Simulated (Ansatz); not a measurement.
**Bands, cutoff and cost in G0W0 for Cs2InAgBr6 (Fm-3m)**

How do accuracy and time trade against each other in G0W0 on Cs2InAgBr6 (Fm-3m)?

Program: Ansatz 0.2.0. Level of theory: G0W0 on r2SCAN, plane waves, PAW. Results are calculated unless marked as measured.

Report form: the programs' logs are mostly left out.

In doubt: one-shot GW on d or f shells is unsure (steps 2, 3, 4, 5, 6), so the values of those runs are not to be relied on.

### 1. Set-up

Symmetry: Fm-3m, No. 225, cubic system. Conventional cell: a = 11.000 Å, b = 11.000 Å, c = 11.000 Å, α = 90.00°, β = 90.00°, γ = 90.00°. Cs has 12 Br at 3.89 Å nearest. Nearest to In lie 6 Br at 2.69 Å. Nearest to Ag lie 6 Br at 2.81 Å. Nearest to Br lie 1 In at 2.69 Å and 1 Ag at 2.81 Å and 4 Cs at 3.89 Å. Farther neighbours and most contacts between anions are not listed.

Geometry: measured lattice cell, ions relaxed with r2SCAN; the structure entry is the Materials Project's. The runs that relaxed it are not among those shown. Spin-orbit coupling is left out unless a step names it. The default PAW set here is soft_2. Its files were made with PBE.

### 2. 163 empty bands, screening to 36 eV

G0W0 replaces the xc potential by the self-energy, built once from these orbitals. Only a window of levels is corrected, while the sums run over the empty bands that the input names.

The input, input.yaml:

```yaml
crystal:
  lattice:
    - [0.0, 5.5, 5.5]
    - [5.5, 0.0, 5.5]
    - [5.5, 5.5, 0.0]
  atoms:
    - { symbol: Cs, position: [0.75, 0.75, 0.75] }
    - { symbol: Cs, position: [0.25, 0.25, 0.25] }
    - { symbol: In, position: [0.0, 0.0, 0.0] }
    - { symbol: Ag, position: [0.5, 0.5, 0.5] }
    - { symbol: Br, position: [0.755241594, 0.244758406, 0.244758406] }
    - { symbol: Br, position: [0.244758406, 0.244758406, 0.755241594] }
    - { symbol: Br, position: [0.244758406, 0.755241594, 0.755241594] }
    - { symbol: Br, position: [0.244758406, 0.755241594, 0.244758406] }
    - { symbol: Br, position: [0.755241594, 0.244758406, 0.755241594] }
    - { symbol: Br, position: [0.755241594, 0.755241594, 0.244758406] }
kpoints:
  mp_grid: { grid: [2, 2, 2] }
hamiltonian:
  xc: r2scan
scf:
  occupations: { method: fixed }
gw:
  n_empty_bands: 163
  ecut_chi: 36
  qp_bands: [v3, c3]
  qp_kpoints: band_edges
  screening: { model: contour_deformation }
```

Run with:

```
$ ansatz run input.yaml --threads 3 --pin off --max-ram 92160MiB --backend cuda --events-out ev --progress --plain --runs-dir out --devices 1 --max-vram 13GiB
```

It took 9.8 s on 1 × NVIDIA H100 80GB HBM3 (shared by 6 runs) with 3 threads of AMD EPYC 7R13 (Zen 3), shared host; peak memory 1.9 GiB; 13 s of CPU time.

This step gave:

```yaml
bands_summed: 209
rpa_eps_infinity_on_this_mesh_eigenvalues: 4.757, 4.757, 4.757
plane_waves_in_the_screening_matrix: 169
q_points_in_the_mesh: 8
g0w0_gap_on_the_mesh: 1.796 eV
k_of_the_valence_top: 0, 0, 0
k_of_the_conduction_bottom: 0, 0, 0
starting_gap_on_the_mesh: 0.7060 eV
z_at_the_valence_top: 0.7626
z_at_the_conduction_bottom: 0.7937
least_direct_g0w0_gap_on_the_computed_points: 1.796 eV
```

The gap on the mesh goes from 0.71 eV to 1.80 eV, a correction of +1.09 eV. Between the two edge states, bare exchange in place of the xc potential would open the gap by 7.37 eV, and correlation takes back 6.28 eV.

### 3. 461 empty bands, screening to 72 eV

Bands and screening cutoff are moved together, since each hides the error of the other.

input.yaml, as its differences from that of step 2:

```diff
@@ -23,4 +23,4 @@
 gw:
-  n_empty_bands: 163
-  ecut_chi: 36
+  n_empty_bands: 461
+  ecut_chi: 72
   qp_bands: [v3, c3]
```

Wall time 16 s (1 × NVIDIA H100 80GB HBM3 (shared by 6 runs) with 3 threads); peak memory 2.2 GiB.

This step gave:

```yaml
bands_summed: 507
rpa_eps_infinity_on_this_mesh_eigenvalues: 4.748, 4.748, 4.748
plane_waves_in_the_screening_matrix: 459
q_points_in_the_mesh: 8
g0w0_gap_on_the_mesh: 1.545 eV
k_of_the_valence_top: 0, 0, 0
k_of_the_conduction_bottom: 0, 0, 0
starting_gap_on_the_mesh: 0.7060 eV
z_at_the_valence_top: 0.7549
z_at_the_conduction_bottom: 0.7891
least_direct_g0w0_gap_on_the_computed_points: 1.545 eV
```

Against the run with 2×2×2 mesh, 163 empty bands, screening to 36 eV, the gap moves by −0.25 eV.

### 4. 993 empty bands, screening to 120 eV

input.yaml, as its differences from that of step 3:

```diff
@@ -23,4 +23,4 @@
 gw:
-  n_empty_bands: 461
-  ecut_chi: 72
+  n_empty_bands: 993
+  ecut_chi: 120.0
   qp_bands: [v3, c3]
```

The job ended after 32 s (1 × NVIDIA H100 80GB HBM3 (shared by 6 runs) with 3 threads; peak memory 3 GiB).

This step gave:

| Quantity | Value |
| --- | --- |
| bands summed | 1039 |
| RPA ε∞ on this mesh (eigenvalues) | 4.730, 4.730, 4.730 |
| plane waves in the screening matrix | 965 |
| G0W0 gap on the mesh | 1.592 eV |
| k of the valence top | 0, 0, 0 |
| k of the conduction bottom | 0, 0, 0 |
| starting gap on the mesh | 0.7060 eV |
| least direct G0W0 gap on the computed points | 1.592 eV |

Against the run with 2×2×2 mesh, 461 empty bands, screening to 72 eV, the gap moves by +0.05 eV.

### 5. Changing the frequency model: 2×2×2 mesh, 461 empty bands, screening to 72 eV, plasmon pole

A plasmon pole stands in for the full frequency dependence of the screening; this run shows what that costs in accuracy. Bands and cutoff differ from the step before, so it is read against an earlier run that matches them.

input.yaml, as its differences from that of step 4:

```diff
@@ -23,6 +23,6 @@
 gw:
-  n_empty_bands: 993
-  ecut_chi: 120.0
+  n_empty_bands: 461
+  ecut_chi: 72
   qp_bands: [v3, c3]
   qp_kpoints: band_edges
-  screening: { model: contour_deformation }
+  screening: { model: godby_needs }
```

It took 20 s on 1 × NVIDIA H100 80GB HBM3 (shared by 6 runs) with 3 threads; peak memory 2.3 GiB; 25 s of CPU time.

Numbers from this step:

```
bands summed                                 : 507
plasmon-pole fit frequency                   : 19.53 eV
RPA ε∞ on this mesh (eigenvalues)            : 4.748, 4.748, 4.748
plane waves in the screening matrix          : 459
G0W0 gap on the mesh                         : 1.586 eV
k of the valence top                         : 0, 0, 0
k of the conduction bottom                   : 0, 0, 0
starting gap on the mesh                     : 0.7060 eV
least direct G0W0 gap on the computed points : 1.586 eV
```

Against the run with 2×2×2 mesh, 461 empty bands, screening to 72 eV, the gap moves by +0.04 eV.

### 6. Changing the files: 2×2×2 mesh, 461 empty bands, screening to 72 eV, hard PAW files

Other atomic data (hard PAW) test the pseudisation: the cutoff goes from 500 to 870 eV and the valence electrons from 92 to 160, which opens shells that were frozen.

input.yaml, as its differences from that of step 5:

```diff
@@ -20,2 +20,3 @@
   xc: r2scan
+  pseudopotentials: { kind: paw, source: ansatz }
 scf:
@@ -27,2 +28,2 @@
   qp_kpoints: band_edges
-  screening: { model: godby_needs }
+  screening: { model: contour_deformation }
```

Wall time 26 s (1 × NVIDIA H100 80GB HBM3 (shared by 6 runs) with 3 threads); peak memory 3.7 GiB; 34 s of CPU time.

This step gave:

```
bands summed                                 : 541
RPA ε∞ on this mesh (eigenvalues)            : 4.741, 4.741, 4.741
plane waves in the screening matrix          : 459
G0W0 gap on the mesh                         : 1.554 eV
k of the valence top                         : 0, 0, 0
k of the conduction bottom                   : 0, 0, 0
starting gap on the mesh                     : 0.7103 eV
least direct G0W0 gap on the computed points : 1.554 eV
```

Against the run with 2×2×2 mesh, 461 empty bands, screening to 72 eV, the gap moves by +0.009 eV.

### 7. The runs together

Times are wall times on 1 × NVIDIA H100 80GB HBM3 (shared by 6 runs) with 3 threads of AMD EPYC 7R13 (Zen 3), shared host, good to a factor of about two.

```csv
mesh,files,frequency,bands summed,cutoff (eV),start (eV),G0W0 (eV),time,host memory (GiB)
2×2×2,default PAW,contour deformation,209,36,0.706,1.796,9.8 s,1.9
2×2×2,default PAW,contour deformation,507,72,0.706,1.545,16 s,2.2
2×2×2,default PAW,contour deformation,1039,120,0.706,1.592,32 s,3.0
2×2×2,default PAW,plasmon pole,507,72,0.706,1.586,20 s,2.3
2×2×2,hard PAW,contour deformation,541,72,0.710,1.554,26 s,3.7
```

The parts of the quasiparticle energy at the two band edges (eV; QP = start + Σx + Σc − Vxc):

```csv
run,edge,start,Σx,Σc,Vxc,Z,QP
209 bands,valence top,3.75,-26.49,3.37,-22.97,0.76,3.60
209 bands,conduction bottom,4.45,-10.12,-2.91,-13.97,0.79,5.39
507 bands,valence top,3.75,-26.49,3.19,-22.97,0.75,3.42
507 bands,conduction bottom,4.45,-10.12,-3.34,-13.97,0.79,4.96
1039 bands,valence top,3.75,-26.49,2.95,-22.97,0.75,3.18
1039 bands,conduction bottom,4.45,-10.12,-3.53,-13.97,0.79,4.77
```

### 8. What came out

```
209 bands, 36 eV   : 1.796 eV
507 bands, 72 eV   : 1.545 eV
1039 bands, 120 eV : 1.592 eV
mesh and start     : 2×2×2, r2SCAN
```

What this shows: From 209 to 1039 bands the gap moves by −0.20 eV while the time grows 3.3-fold. Σc changes by −0.42 eV at the valence top and −0.62 eV at the conduction bottom, so the levels themselves move more than the gap between them. The gap turns back along the series, so no limit is drawn from it. The plasmon-pole model gives +0.04 eV against contour deformation, 5 % of the correction, and saved no time in this program. Hard PAW files move the gap by +0.01 eV at equal bands and cutoff, +0.004 eV of it in the start. The 2×2×2 mesh is coarse for this cell (its supercell is 16 Å along the shortest edge). The RPA ε∞ on it, from the r2SCAN start, is 4.73; such meshes misread the long-range screening, most where the gap is narrow. A d shell, filled or nearly so, lies near the gap. One-shot GW converges very slowly in bands there, not always from below, and on a semilocal start the gap tends to come out low; starts rich in exact exchange can overshoot instead. The many-body steps are scalar-relativistic: spin-orbit coupling is not in them.

[Paths, hosts, dates, memory and timing lines, banners, echoed tables and standing remarks are left out of the program output.]

[Logs are printed without paths, hosts, clocks, repeated set-up lines and the standing remarks that a program may print on its own settings, such as how far it seeks lower states.]

[Runs of the session that timed out or met a known fault of the program may be left out.]

[Cells called generated may have been cut or substituted from an entry of the Crystallography Open Database or the Materials Project.]

[Hosts, paths, dates, database ids (printed as entryN), source tags and the programs' standing remarks are cut or masked in the printed files.]
